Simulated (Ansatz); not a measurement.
# Cs3P (model cell, started as anti-ReO3 type): from the cell to its phonons, part 2 of 2

How does Cs3P (model cell, started as anti-ReO3 type) vibrate, and is this structure a minimum?

Ansatz 0.2.0; DFT PBEsol, scalar-relativistic, plane waves, PAW.

So far. Step 3 (Bringing the structure to rest): Little changed from the start: no atom moved by 0.005 Å and no cell edge by 0.1 %. The relaxed cell has a = 6.945 Å (conventional setting).

The structure was built from a prototype and need not be the compound's stable phase.

## 4. Relaxing to small forces for the phonons

Phonons need a cell at rest on their own settings, so the relaxation is repeated with tight tolerances on forces and stress on the k mesh and occupations of the first response run.

Input file input.yaml:

```yaml
crystal:
  lattice:
    - [6.9449009463, 0.0, 0.0]
    - [0.0, 6.9449009463, 0.0]
    - [0.0, 0.0, 6.9449009463]
  atoms:
    - { symbol: P, position: [0.0, 0.0, 0.0] }
    - { symbol: Cs, position: [0.5, 0.0, 0.0] }
    - { symbol: Cs, position: [0.0, 0.5, 0.0] }
    - { symbol: Cs, position: [0.0, 0.0, 0.5] }
kpoints:
  mp_grid: { grid: [6, 6, 6] }
hamiltonian:
  xc: pbesol
scf:
  occupations: { method: methfessel_paxton, width: 0.15 }
output:
  forces: true
  stress: true
  eigenvalues: true
relax:
  adjacent_minimum: "off"
  f_tol: 0.001
  max_steps: 60
  cell: { stress_tol: 0.01 }
```

On the command line:

```console
$ ansatz run input.yaml --threads 4 --pin off --max-ram 7168MiB --backend cpu --events-out ev --progress --plain --runs-dir out
```

Numbers of over 12 decimals in the logs are rounded to 6 here.

Log:

```text
[...]
Crystal: 4 atoms, lattice volume = 334.964 Å³
Basis set: ecut = 420 eV, 6619 PW (Γ), exchange–correlation on 96×96×96 points (8 copies of the dense FFT grid, shifted against one another)
Bands: 20, of which v1, the nominal top of the filled ones, is band 16 counted from 1 (15 counted from 0)
Symmetry: 48 space group operations
[...]
k-points: 20 of 216
[...]
--- Relaxed structure (1 steps of the walk, 1 accepted, 1 SCFs on fresh bases) ---
[...]
cell:  # Å, volume = 334.9640 Å³
    - [6.9449009463, 0.0, 0.0]
    - [0.0, 6.9449009463, 0.0]
    - [0.0, 0.0, 6.9449009463]
  atoms:
    - { symbol: P, position: [0.0, 0.0, 0.0] }
    - { symbol: Cs, position: [0.5, 0.0, 0.0] }
    - { symbol: Cs, position: [0.0, 0.5, 0.0] }
    - { symbol: Cs, position: [0.0, 0.0, 0.5] }
[key lines of the parts left out:]
SCF converged after 7 iterations
Free energy (F): -17497.572368 eV
Fermi energy:    2.427459 eV
P = ⅓ Tr σ = -0.0025 GPa (-0.025 kbar)
```

Wall time 6.7 s (4 threads of Arm Neoverse V1, shared host); peak memory 0.67 GiB.

Little changed from the start: no atom moved by 0.005 Å and no cell edge by 0.1 %.

This step gave:

* pressure: -0.002546 GPa

The forces vanish by symmetry and the pressure is -0.003 GPa, within the tolerances set. The cell now holds 83.74 Å³/atom.

## 5. Modes at Γ

The zone centre is the only wavevector solved here; it holds the modes that light can see, as far as symmetry allows. No field response is asked, since the mesh shows no gap.

Edit input.yaml of step 4 so:

```diff
@@ -17,9 +17,4 @@
 output:
-  forces: true
-  stress: true
   eigenvalues: true
-relax:
-  adjacent_minimum: "off"
-  f_tol: 0.001
-  max_steps: 60
-  cell: { stress_tol: 0.01 }
+phonons:
+  method: dfpt
```

Log:

```text
zone centre: on kpoints.mp_grid the ground state, and the responses unless they are solved on pairs of k-points, stand on 64 of the mesh's 216 k-points, reduced under 8 symmetry operations, with k and −k counted as one. Each operation leaves every solved displacement unchanged or reverses it
[...]
Crystal: 4 atoms, lattice volume = 334.964 Å³
Basis set: ecut = 420 eV, 6619 PW (Γ), exchange–correlation on 96×96×96 points (8 copies of the dense FFT grid, shifted against one another)
Bands: 20, of which v1, the nominal top of the filled ones, is band 16 counted from 1 (15 counted from 0)
Symmetry: 48 space group operations
k-points: 64 of 216 (irreducible under 8 space group operations)
[...]
SCF iter   1: F=—  HF=-17497.597242 eV  |F-HF|=—  |Δ(HF+E_count)|=         —  Δρ=3.66e-3  dr2=2.02e-1  ethr=1.77e-3  ⟨swp⟩=8.4  Hψ=7239  notcnv=0
[...]
SCF iter  10: F=-17497.572368 eV  HF=-17497.572368 eV  |F-HF|=1.09e-11  |Δ(HF+E_count)|=  2.66e-10  S|Δr|=    0.00e0  Δρ=2.75e-8  dr2=5.05e-12  ethr=1.00e-12  ⟨swp⟩=10.8  Hψ=7919  notcnv=0
SCF 1 converged in 10 iterations: F = -17497.572368 eV  dr2 = 5.05e-12
[...]
DFPT response loops at Γ: preconditioner auto → none (partly filled bands, converged f_vac=0.288); β = 0.50; Broyden in place of MSR1
SCF converged after 10 iterations
[...]
Free energy (F): -17497.572368 eV
[...]
Internal energy: -17497.561217 eV  (E = F + TS)
E sigma→0 (E₀):  -17497.569580 eV
Entropy (-TS):   -0.011151 eV (-2.788 meV/atom)
Fermi energy:    2.427460 eV
[...]
--- Band table (eV; the first three rows and the last of 64) ---
  k-point 0: bands = [... 12 lower, -5.6553, 1.6933, 2.5125, 2.5125, 2.5125, 3.6969, 3.6969, 4.3203]
  k-point 1: bands = [... 12 lower, -5.5507, 1.7480, 2.3057, 2.4761, 2.4761, 3.6200, 3.8292, 4.3606]
  k-point 2: bands = [... 12 lower, -5.3554, 1.6251, 2.3003, 2.4105, 2.4105, 3.2526, 4.1830, 4.4009]
  k-point 63: bands = [... 12 lower, -4.7288, 1.2976, 1.2976, 1.2976, 3.0142, 4.2462, 4.2462, 4.2462]
--- Phonons (Γ-DFPT): 3 representative perturbations + reference, on 64 of 216 k-points (Σ response iterations 9) ---
  k mesh reduced under 8 symmetry operations, with k and −k counted as one. Each operation leaves every solved displacement unchanged or reverses it
  ASR residual: 4.862e-5 → 0.000e0 eV/Å²; symmetrization residual: 3.292e-6 eV/Å²
  ASR residual per site (eV/Å²): 4.86e-5 4.74e-5 4.74e-5 4.74e-5
  Γ frequencies (cm⁻¹): 0.00 0.00 0.00 11.21 11.21 11.21 29.14 29.14 29.14 116.63 116.63 116.63
  non-analytic LO–TO correction: not included (Born effective charges unavailable; polar crystals: no LO–TO splitting at Γ)
```

Run time: 54 s. Hardware: 4 threads; peak memory 2.2 GiB; 3.4 min of CPU time.

Numbers from this step:

```yaml
sum_rule_residual_before_enforcement: 4.86e-5 eV/Å²
point_group: m-3m
highest_optical_mode_at_the_zone_centre_no_lo_to_term: 116.6 cm⁻¹
lowest_optical_zone_centre_mode: 11.21 cm⁻¹
```

Patterns of degenerate modes are one choice out of their space. The modes at Γ (shares of kinetic energy by element, %):

```
mode  frequency (cm⁻¹)  symmetry  P %  Cs %
   1               0.0  acoustic    7    93
   2               0.0  acoustic    7    93
   3               0.0  acoustic    7    93
   4              11.2       T2u    0   100
   5              11.2       T2u    0   100
   6              11.2       T2u    0   100
   7              29.1       T1u   19    81
   8              29.1       T1u   19    81
   9              29.1       T1u   19    81
  10             116.6       T1u   74    26
  11             116.6       T1u   74    26
  12             116.6       T1u   74    26
```

Displacements in mode 7 (29.1 cm⁻¹), the largest set to 1:
```
P1   0.01  0.00  1.00
Cs2  0.00  0.00 -0.48
Cs3  0.00  0.00 -0.48
Cs4  0.00  0.00  0.73
```

Displacements in mode 12 (116.6 cm⁻¹), the largest set to 1:
```
P1   1.00  0.00  0.00
Cs2 -0.28  0.00  0.00
Cs3  0.03  0.00  0.00
Cs4  0.03  0.00  0.00
```

Before it was imposed, the acoustic sum rule was missed by 4.9e-5 eV/Å². Small misses are needed for a sound result but don't prove that mesh and cutoff are converged. The lowest optical mode is real, 11.2 cm⁻¹.

## 6. Results

```yaml
space_group_after_relaxation_within_0p01_a: Pm-3m
volume_per_atom: 83.7 Å³
electronic_character: no gap on this mesh
highest_optical_mode_at_the_zone_centre_no_lo_to_term: 117 cm⁻¹
lowest_optical_zone_centre_mode: 11.2 cm⁻¹
imaginary_modes_at_gamma_the_only_wavevector_solved: none
```

In words: The structure is stable against zone-centre distortions, since no mode there is imaginary; other wavevectors were not solved, so zone-boundary instabilities are untested. The optical modes at Γ span 11 to 117 cm⁻¹. No dispersion was computed. The highest mode in this list at Γ, 116.6 cm⁻¹, is mostly motion of P (74 % of the kinetic energy). With no gap, or one that is small against the smearing, the frequencies hang on the k mesh and the smearing, most of all near Kohn anomalies. An optical mode within 15 cm⁻¹ of zero is at the mercy of small errors in the force constants, and even its sign is uncertain. Spin-orbit coupling is left out, which can matter for the heavy elements here. The starting cell was built on a prototype and not taken from a measurement, so the phase need not exist. These are harmonic frequencies at zero temperature: anharmonic shifts, linewidths and thermal expansion are left out.

[Logs are printed without paths, hosts, clocks, repeated set-up lines and the standing remarks that a program may print on its own settings, such as how far it seeks lower states.]

[Hosts, paths, dates, database ids (printed as entryN), source tags and the programs' standing remarks are cut or masked in the printed files.]
